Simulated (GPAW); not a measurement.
## Geometry or basis: what sets the conductance of CO in line between two W chains

Aim: the conductance of CO in line between two W chains after relaxation, and whether geometry, basis or functional moves it most.

Calculated with GPAW 26.7.0; GPAW LCAO, PAW setups; relaxation of the junction within the symmetry of its start, lead ends held, in the first sound run; inputs show where later runs differ.

Report form: the programs' logs are mostly left out.

## (1) The starting structure

The cell holds 18 atoms: 16 W, 1 C and 1 O. Its edges and angles: a = 9.000 Å, b = 9.000 Å, c = 38.296 Å, α = 90.0°, β = 90.0°, γ = 90.0°. Regions: left lead, 8 atoms (8 W); channel, 2 atoms (1 C and 1 O); right lead, 8 atoms (8 W). Vacuum lies along a and b. The structure is stacked along c, and the current runs across the ab planes.

## (2) Relaxing the atoms

Transmission follows bond lengths closely, so the atoms between the held lead ends are relaxed first, within whatever symmetry the start has.

run.py

```python
import json
from ase import Atoms
from ase.constraints import FixAtoms
from ase.optimize import BFGS
from gpaw import GPAW, FermiDirac

device = Atoms(
    ['W', 'W', 'W', 'W', 'W', 'W', 'W', 'W', 'C', 'O', 'W', 'W', 'W', 'W', 'W', 'W', 'W', 'W'],
    positions=[
        [4.50000, 4.50000, 1.12500],
        [4.50000, 4.50000, 3.37500],
        [4.50000, 4.50000, 5.62500],
        [4.50000, 4.50000, 7.87500],
        [4.50000, 4.50000, 10.12500],
        [4.50000, 4.50000, 12.37500],
        [4.50000, 4.50000, 14.62500],
        [4.50000, 4.50000, 16.87500],
        [4.50000, 4.50000, 18.62290],
        [4.50000, 4.50000, 19.78290],
        [4.50000, 4.50000, 21.42070],
        [4.50000, 4.50000, 23.67070],
        [4.50000, 4.50000, 25.92070],
        [4.50000, 4.50000, 28.17070],
        [4.50000, 4.50000, 30.42070],
        [4.50000, 4.50000, 32.67070],
        [4.50000, 4.50000, 34.92070],
        [4.50000, 4.50000, 37.17070]],
    cell=[[9.0, 0.0, 0.0], [0.0, 9.0, 0.0], [0.0, 0.0, 38.2957]],
    pbc=True)

device.set_constraint(FixAtoms([0, 1, 2, 3, 4, 5, 6, 11, 12, 13, 14, 15, 16, 17]))
device.calc = GPAW(mode='lcao', basis='dzp', xc='PBE', h=0.18,
                   kpts={'size': (1, 1, 2), 'gamma': True},
                   symmetry={'tolerance': 1e-3, 'extra_ids': [1, 1, 1, 1, 1, 1, 1, 0, 0, 0, 0, 1, 1, 1, 1, 1, 1, 1]},
                   occupations=FermiDirac(0.1), maxiter=250,
                   mixer=dict(beta=0.1, nmaxold=8, weight=100.0),
                   convergence=dict(density=0.0001), txt='relax.txt')
path = []
opt = BFGS(device, maxstep=0.15)
opt.attach(lambda: path.append((device.get_potential_energy(), device.positions.tolist(), device.get_forces().tolist())))
relaxed = bool(opt.run(fmax=0.05, steps=50))
json.dump(dict(relaxed=relaxed, path=path, positions=device.positions.tolist(), moments=device.get_magnetic_moments().tolist(),
               forces=device.get_forces(apply_constraint=False).tolist()), open('result.json', 'w'))
```

Launch:

```console
$ OMP_NUM_THREADS=1 OPENBLAS_NUM_THREADS=1 python run.py
```

Elapsed: 24 min, on 1 thread of Arm Neoverse V1, shared host; peak memory 2 GiB.

Relaxation path:

```
step  energy less that of the first step (eV)  largest force (eV/Å)
   1                                   0.0000               14.1846
   2                                  -1.5490                4.1939
   3                                  -1.7719                1.7199
   4                                  -1.7769                1.6019
   5                                  -1.7890                0.2295
   6                                  -1.7905                0.1735
   7                                  -1.7915                0.1992
   8                                  -1.7929                0.0241
```

The atoms that moved most (Å):

```csv
atom,dx,dy,dz,length
W11,0.000,0.000,0.187,0.187
W8,0.000,0.000,-0.129,0.129
C9,0.000,0.000,-0.085,0.085
O10,0.000,0.000,-0.031,0.031
```

The relaxed structure:

```cif
data_structure
_symmetry_space_group_name_H-M 'P 1'
_symmetry_Int_Tables_number 1
_cell_length_a 9.0000
_cell_length_b 9.0000
_cell_length_c 38.2957
_cell_angle_alpha 90.000
_cell_angle_beta 90.000
_cell_angle_gamma 90.000
_cell_volume 3101.95
loop_
_atom_site_label
_atom_site_type_symbol
_atom_site_fract_x
_atom_site_fract_y
_atom_site_fract_z
_atom_site_occupancy
W1 W 0.50000 0.50000 0.02938 1
W2 W 0.50000 0.50000 0.08813 1
W3 W 0.50000 0.50000 0.14688 1
W4 W 0.50000 0.50000 0.20564 1
W5 W 0.50000 0.50000 0.26439 1
W6 W 0.50000 0.50000 0.32314 1
W7 W 0.50000 0.50000 0.38190 1
W8 W 0.50000 0.50000 0.43727 1
C9 C 0.50000 0.50000 0.48407 1
O10 O 0.50000 0.50000 0.51578 1
W11 W 0.50000 0.50000 0.56423 1
W12 W 0.50000 0.50000 0.61810 1
W13 W 0.50000 0.50000 0.67686 1
W14 W 0.50000 0.50000 0.73561 1
W15 W 0.50000 0.50000 0.79436 1
W16 W 0.50000 0.50000 0.85312 1
W17 W 0.50000 0.50000 0.91187 1
W18 W 0.50000 0.50000 0.97062 1
```

The relaxation lowered the energy of the cell by 1.79 eV (energies extrapolated to zero smearing; the optimiser's log prints free energies). The largest force left on a free atom is 0.024 eV/Å.

## (3) Double-zeta polarised basis

Localised orbitals split the wire into layers that couple to their neighbours alone, which is what the Green's function method needs; double zeta with polarisation is the usual level for numbers.

This step: GPAW LCAO, PAW setups; Landauer transmission from Green's functions with principal layers (ASE), zero bias (GPAW 26.7.0).

run.py

```python
import json
import numpy as np
from ase import Atoms
from ase.transport.calculators import TransportCalculator
from gpaw import GPAW, FermiDirac
from gpaw.lcao.tools import get_lcao_hamiltonian
from scipy.linalg import eigh

# The junction with lead layers at both ends, along the third cell vector
device = Atoms(
    ['W', 'W', 'W', 'W', 'W', 'W', 'W', 'W', 'C', 'O', 'W', 'W', 'W', 'W', 'W', 'W', 'W', 'W'],
    positions=[
        [4.50000, 4.50000, 1.12500],
        [4.50000, 4.50000, 3.37500],
        [4.50000, 4.50000, 5.62500],
        [4.50000, 4.50000, 7.87500],
        [4.50000, 4.50000, 10.12500],
        [4.50000, 4.50000, 12.37500],
        [4.50000, 4.50000, 14.62500],
        [4.50000, 4.50000, 16.74571],
        [4.50000, 4.50000, 18.53793],
        [4.50000, 4.50000, 19.75234],
        [4.50000, 4.50000, 21.60751],
        [4.50000, 4.50000, 23.67070],
        [4.50000, 4.50000, 25.92070],
        [4.50000, 4.50000, 28.17070],
        [4.50000, 4.50000, 30.42070],
        [4.50000, 4.50000, 32.67070],
        [4.50000, 4.50000, 34.92070],
        [4.50000, 4.50000, 37.17070]],
    cell=[[9.0, 0.0, 0.0], [0.0, 9.0, 0.0], [0.0, 0.0, 38.2957]],
    pbc=True)

# One principal layer of the lead: the first 5 atoms of the device
lead = Atoms(
    ['W', 'W', 'W', 'W', 'W'],
    positions=[
        [4.50000, 4.50000, 1.12500],
        [4.50000, 4.50000, 3.37500],
        [4.50000, 4.50000, 5.62500],
        [4.50000, 4.50000, 7.87500],
        [4.50000, 4.50000, 10.12500]],
    cell=[[9.0, 0.0, 0.0], [0.0, 9.0, 0.0], [0.0, 0.0, 11.25]],
    pbc=True)

settings = dict(mode='lcao', basis='dzp', xc='PBE', h=0.18,
                occupations=FermiDirac(0.1), maxiter=250,
                mixer=dict(beta=0.1, nmaxold=8, weight=100.0),
                convergence=dict(density=0.0001))
energies = np.arange(-2, 2 + 1e-9, 0.025)
eta = 0.0001
n1, n2 = 1, 1
# k and -k transmit alike, so half of the mesh across the current serves
mesh = [(i, j) for i in range(n1) for j in range(n2) if (i, j) <= (-i % n1, -j % n2)]
weights = np.array([1 if (i, j) == (-i % n1, -j % n2) else 2 for i, j in mesh]) / (n1 * n2)


def ground_state(atoms, size, txt):
    atoms.calc = GPAW(kpts={'size': size, 'gamma': True}, symmetry={'tolerance': 1e-3}, txt=txt, **settings)
    atoms.get_potential_energy()
    return atoms.calc.get_fermi_level()


def blocks(atoms, fermi, points, nz, cells):
    """H - E_F S and S between cell 0 and the cells above it, at each point across the current."""
    kz = np.arange(nz) / nz
    calc = atoms.calc.fixed_density(kpts=[(*k, z) for k in points for z in kz], symmetry='off', txt=None)
    H, S = get_lcao_hamiltonian(calc)
    H = (H - fermi * S).reshape(len(H), len(points), nz, *S.shape[1:])
    S = S.reshape(H.shape[1:])
    phases = [np.exp(-2j * np.pi * kz * R) / nz for R in cells]
    return [(np.einsum('skzij,z->ksij', H, p), np.einsum('kzij,z->kij', S, p)) for p in phases]


def pair(a, b):
    return np.block([[a, b], [b.T.conj(), a]])


def count_channels(h, s, cells, nk=240):
    """Half the number of times that the lead's bands cross each energy, unfolded to its shortest repeat."""
    b = len(h) // cells
    bands = []
    for k in (np.arange(nk + 1) + 0.5) / nk:
        hk, sk = h[:b, :b].copy(), s[:b, :b].copy()
        for R in range(1, cells):
            phase, block = np.exp(2j * np.pi * k * R), slice(R * b, (R + 1) * b)
            hk += h[:b, block] * phase + (h[:b, block] * phase).T.conj()
            sk += s[:b, block] * phase + (s[:b, block] * phase).T.conj()
        w, u = eigh(sk)
        x = u[:, w > 1e-5] / w[w > 1e-5]**0.5  # drop near-dependent combinations
        bands.append(np.r_[eigh(x.T.conj() @ hk @ x, eigvals_only=True), [1e9] * (w <= 1e-5).sum()])
    below = np.array(bands)[:, :, None] < energies
    return (below[1:] != below[:-1]).sum((0, 1)) / 2


fermi_lead = ground_state(lead, (1, 1, 10), 'lead.txt')
fermi_device = ground_state(device, (1, 1, 2), 'device.txt')
T, channels, eigen, tail, misfit, shifts = [], [], [], 0.0, 0.0, []
for first in range(0, len(mesh), 342):
    points = [(i / n1, j / n2) for i, j in mesh[first:first + 342]]
    (H0k, S0k), (H1k, S1k), (H2k, _) = blocks(lead, fermi_lead, points, 5, range(3))
    [(Hk, Sk)] = blocks(device, fermi_device, points, 2, [0])
    tail = max(tail, abs(H2k).max())
    for H0, S0, H1, S1, H, S in zip(H0k, S0k, H1k, S1k, Hk, Sk):
        n = len(S0)
        # Shift the lead onto the potential of the device's first layer
        shift = ((H[:, 0, 0] - H0[:, 0, 0]) / S0[0, 0]).real.mean()
        shifts.append(shift)
        misfit = max(misfit, abs(H[:, :n, :n] - H0 - shift * S0).max())
        Tk, Ck, Ek = [], [], []
        for s in range(len(H)):
            t = s % len(H0)  # a lead without moments serves both spins
            h1, s1 = pair(H0[t] + shift * S0, H1[t] + shift * S1), pair(S0, S1)
            leads = dict(h1=h1, s1=s1, energies=energies, eta=eta, eta1=eta, eta2=eta)
            calc = TransportCalculator(h=H[s], s=S, eigenchannels=3, **leads)
            Tk.append(calc.get_transmission())
            Ek.append(np.sort(calc.eigenchannels_ne, axis=0)[::-1])
            Ck.append(count_channels(h1, s1, 10))
        T.append(Tk)
        channels.append(Ck)
        eigen.append(Ek)
T, channels = np.array(T), np.array(channels)
mean, open_channels = np.einsum('kse,k->se', T, weights), np.einsum('kse,k->se', channels, weights)

print(f'basis functions: device {len(S)}, principal layer {n}')
print(f'Fermi level: lead {fermi_lead:.4f} eV, device {fermi_device:.4f} eV; lead shifted by {np.mean(shifts):.4f} eV')
print(f'largest coupling past the next layer {tail:.2e} eV, largest misfit of the first layer {misfit:.3f} eV')
print('  E-E_F (eV)   ' + 'T (one spin)  channels')
for e, t, c in zip(energies, mean.T, open_channels.T):
    print(f'{e:10.3f}  ', *[f'{x:11.4e}' for x in t], *[f'{x:9.4f}' for x in c])

kT = 8.617333e-5 * 300
fine = np.linspace(energies[0], energies[-1], 4001)
both = np.exp(np.interp(fine, energies, np.log(np.maximum(mean.sum(0) * 2 / len(mean), 1e-30))))
fermi = lambda mu: 1 / (1 + np.exp(np.clip((fine - mu) / kT, -200, 200)))
slope = fermi(0) * (1 - fermi(0)) / kT
G = np.trapezoid(both * slope, fine) / 2
seebeck = -np.trapezoid(both * slope * fine, fine) / (2 * G * 300) * 1e6
print(f'conductance at 300 K: {G:.5g} G0 a cell; thermopower {seebeck:.4g} uV/K')
bias = [0.1, 0.2, 0.5, 1.0, 1.5, 2.0]
current = [38.74 * np.trapezoid(both * (fermi(V / 2) - fermi(-V / 2)), fine) for V in bias]
for V, I in zip(bias, current):
    print(f'current from the zero-bias T(E) at {V} V: {I:.5g} uA')
zero = abs(energies).argmin()
json.dump(dict(energies=energies.tolist(), T=mean.tolist(), channels=open_channels.tolist(), G=G, seebeck=seebeck,
               bias=bias, current=current, tail=tail, misfit=misfit, shift=np.mean(shifts), n_device=len(S), n_lead=n,
               fermi=[fermi_lead, fermi_device], energy=device.get_potential_energy(),
               moments=device.get_magnetic_moments().tolist(), mesh=mesh, weights=weights.tolist(),
               T_k=T[:, :, zero].tolist(), eigen=np.array(eigen[0]).tolist()), open('result.json', 'w'))
```

Elapsed: 6.5 min, on 1 thread; peak memory 2.2 GiB.

This step gave:

```yaml
conductance: 1.386 G₀
largest_coupling_past_the_next_principal_layer: 7.88e-6 eV
largest_misfit_of_the_first_principal_layer: 0.07442 eV
shift_that_aligns_the_lead: -0.002604 eV
basis_functions_of_the_junction: 490
basis_functions_of_a_principal_layer: 145
transmission_at_the_fermi_level_one_spin: 1.387
```

One spin. Table of transmission, zone mean by energy, zero at the Fermi level:

energy (eV), transmission, zone mean and a bar:
```
   -2.000       0.70 ##############
   -1.900       0.70 ##############
   -1.800       0.70 ##############
   -1.700       0.70 ##############
   -1.600       0.70 ##############
   -1.500       0.71 ##############
   -1.400       0.72 ##############
   -1.300       0.74 ###############
   -1.200       0.77 ###############
   -1.100       0.81 ################
   -1.000       0.86 #################
   -0.900       0.91 ###################
   -0.800       0.97 ####################
   -0.700       1.04 ######################
   -0.600       1.11 #######################
   -0.500       1.18 #########################
   -0.400       1.24 ##########################
   -0.300       1.30 ############################
   -0.200       1.34 #############################
   -0.100       1.37 #############################
    0.000       1.39 ##############################
    0.075       1.39 ##############################
    0.100       1.39 ##############################
    0.200       1.38 ##############################
    0.300       1.37 #############################
    0.400       1.34 #############################
    0.500       1.30 ############################
    0.600       1.26 ###########################
    0.700       1.22 ##########################
    0.800       1.18 #########################
    0.900       1.13 ########################
    1.000       1.09 #######################
    1.100       1.04 ######################
    1.200       1.00 #####################
    1.300       0.96 ####################
    1.400       0.91 ###################
    1.500       0.88 ##################
    1.600       0.80 ################
    1.700       0.55 ##########
    1.800       0.11 
    1.900       0.12 
    2.000       0.11
```

Not self-consistent under bias; the bias window is split evenly. Table of current through one cell, from the zero-bias transmission by bias:

| bias (V) | current through one cell, from the zero-bias transmission (μA) |
| --- | --- |
| 0.100 | 10.7 |
| 0.200 | 21.4 |
| 0.500 | 53.2 |
| 1.000 | 103 |
| 1.500 | 149 |
| 2.000 | 189 |

Table of transmission of the three most open eigenchannels by energy, zero at the Fermi level:

```csv
energy (eV),channel 1,channel 2,channel 3
-2.000,0.322,0.322,0.0558
-1.900,0.321,0.321,0.0548
-1.800,0.321,0.321,0.0544
-1.700,0.321,0.321,0.0545
-1.600,0.322,0.322,0.0548
-1.500,0.326,0.326,0.0553
-1.400,0.332,0.332,0.0559
-1.300,0.343,0.343,0.0564
-1.200,0.357,0.357,0.0570
-1.100,0.375,0.375,0.0576
-1.000,0.398,0.398,0.0584
-0.900,0.425,0.425,0.0594
-0.800,0.456,0.456,0.0606
-0.700,0.489,0.489,0.0621
-0.600,0.523,0.523,0.0635
-0.500,0.556,0.556,0.0650
-0.400,0.587,0.587,0.0665
-0.300,0.613,0.613,0.0678
-0.200,0.634,0.634,0.0688
-0.100,0.649,0.649,0.0696
0.000,0.657,0.657,0.0702
0.100,0.659,0.659,0.0705
0.200,0.656,0.656,0.0708
0.300,0.646,0.646,0.0710
0.400,0.632,0.632,0.0713
0.500,0.615,0.615,0.0717
0.600,0.594,0.594,0.0723
0.700,0.572,0.572,0.0732
0.800,0.548,0.548,0.0744
0.900,0.525,0.525,0.0760
1.000,0.501,0.501,0.0779
1.100,0.478,0.478,0.0802
1.200,0.454,0.454,0.0828
1.300,0.431,0.431,0.0858
1.400,0.408,0.408,0.0890
1.500,0.387,0.387,0.0924
1.600,0.345,0.345,0.0959
1.700,0.219,0.219,0.0991
1.800,0.102,0.0117,3.7e-4
1.900,0.103,0.0124,3.4e-8
2.000,0.102,0.0129,3.3e-8
```

Couplings past the next layer reach 7.9e-6 eV, small enough to drop; the matrix elements of the cell's first layer differ from the bulk lead's by up to 0.074 eV. That layer keeps its own values in the calculation, and only beyond it is the lead taken as perfect. The Fermi levels of lead and junction count from different zeros of potential, one for each periodic cell; with both set to zero, the small remaining shift is what aligns them. Without spin-orbit coupling, which is large for these atoms, channel counts and T are those of the scalar-relativistic bands. By hand: G = 1.386 × 77.48 μS = 107 μS, a resistance of 9.31 kΩ; at 0.1 V a linear junction would pass 10.7 μA, and the integral over the bias window gives 10.7 μA.

## (4) Single-zeta polarised basis

One radial function a shell plus polarisation makes the matrices smaller; the question is what that costs.

run.py: that of step 3 with these lines changed.

```diff
@@ -45,3 +45,3 @@
 
-settings = dict(mode='lcao', basis='dzp', xc='PBE', h=0.18,
+settings = dict(mode='lcao', basis='szp(dzp)', xc='PBE', h=0.18,
                 occupations=FermiDirac(0.1), maxiter=250,
```

Run time: 3.7 min. Hardware: 1 thread; peak memory 2.1 GiB.

Numbers from this step:

| Item | Value |
| --- | --- |
| conductance | 1.407 G₀ |
| largest misfit of the first principal layer | 0.07485 eV |
| shift that aligns the lead | -0.003322 eV |
| basis functions of the junction | 274 |
| basis functions of a principal layer | 80 |
| transmission at the Fermi level (one spin) | 1.408 |

One spin. The transmission, zone mean by energy, zero at the Fermi level:

| energy (eV) | transmission, zone mean |
| --- | --- |
| -2.000 | 0.715 |
| -1.800 | 0.713 |
| -1.600 | 0.721 |
| -1.400 | 0.749 |
| -1.200 | 0.805 |
| -1.000 | 0.895 |
| -0.800 | 1.02 |
| -0.600 | 1.15 |
| -0.400 | 1.28 |
| -0.200 | 1.37 |
| 0.000 | 1.41 |
| 0.075 | 1.41 |
| 0.200 | 1.40 |
| 0.400 | 1.35 |
| 0.600 | 1.28 |
| 0.800 | 1.18 |
| 1.000 | 1.09 |
| 1.200 | 1.01 |
| 1.400 | 0.950 |
| 1.600 | 0.941 |
| 1.725 | 1.05 |
| 1.800 | 0.0844 |
| 2.000 | 0.0868 |

Not self-consistent under bias; the bias window is split evenly. The current through one cell, from the zero-bias transmission by bias:

```
bias (V)  current through one cell, from the zero-bias transmission (μA)
   0.100                                                            10.9
   0.200                                                            21.8
   0.500                                                            54.0
   1.000                                                             105
   1.500                                                             152
   2.000                                                             193
```

Table of transmission of the three most open eigenchannels by energy, zero at the Fermi level:

```
energy (eV)  channel 1  channel 2  channel 3
     -2.000      0.328      0.328     0.0573
     -1.900      0.329      0.329     0.0557
     -1.800      0.329      0.329     0.0546
     -1.700      0.330      0.330     0.0541
     -1.600      0.333      0.333     0.0540
     -1.500      0.338      0.338     0.0541
     -1.400      0.347      0.347     0.0545
     -1.300      0.359      0.359     0.0548
     -1.200      0.375      0.375     0.0553
     -1.100      0.395      0.395     0.0559
     -1.000      0.419      0.419     0.0565
     -0.900      0.447      0.447     0.0572
     -0.800      0.479      0.479     0.0579
     -0.700      0.512      0.512     0.0588
     -0.600      0.545      0.545     0.0597
     -0.500      0.578      0.578     0.0606
     -0.400      0.607      0.607     0.0614
     -0.300      0.632      0.632     0.0621
     -0.200      0.651      0.651     0.0627
     -0.100      0.665      0.665     0.0630
      0.000      0.672      0.672     0.0631
      0.100      0.673      0.673     0.0631
      0.200      0.668      0.668     0.0629
      0.300      0.659      0.659     0.0627
      0.400      0.644      0.644     0.0624
      0.500      0.626      0.626     0.0622
      0.600      0.605      0.605     0.0622
      0.700      0.582      0.582     0.0623
      0.800      0.559      0.559     0.0625
      0.900      0.535      0.535     0.0630
      1.000      0.512      0.512     0.0638
      1.100      0.491      0.491     0.0647
      1.200      0.471      0.471     0.0659
      1.300      0.453      0.453     0.0672
      1.400      0.438      0.438     0.0688
      1.500      0.429      0.429     0.0706
      1.600      0.431      0.431     0.0725
      1.700      0.441      0.441     0.0744
      1.800     0.0763    0.00738     3.5e-4
      1.900     0.0778    0.00793     4.8e-9
      2.000     0.0785    0.00836     4.8e-9
```

The conductance, 1.41 G₀, lies 1.5 % above that of the dzp run.

(Continued in part 2 of 2.)

[Logs are printed without paths, hosts, clocks, repeated set-up lines and the standing remarks that a program may print on its own settings, such as how far it seeks lower states.]

[Hosts, paths, dates, database ids (printed as entryN), source tags and the programs' standing remarks are cut or masked in the printed files.]
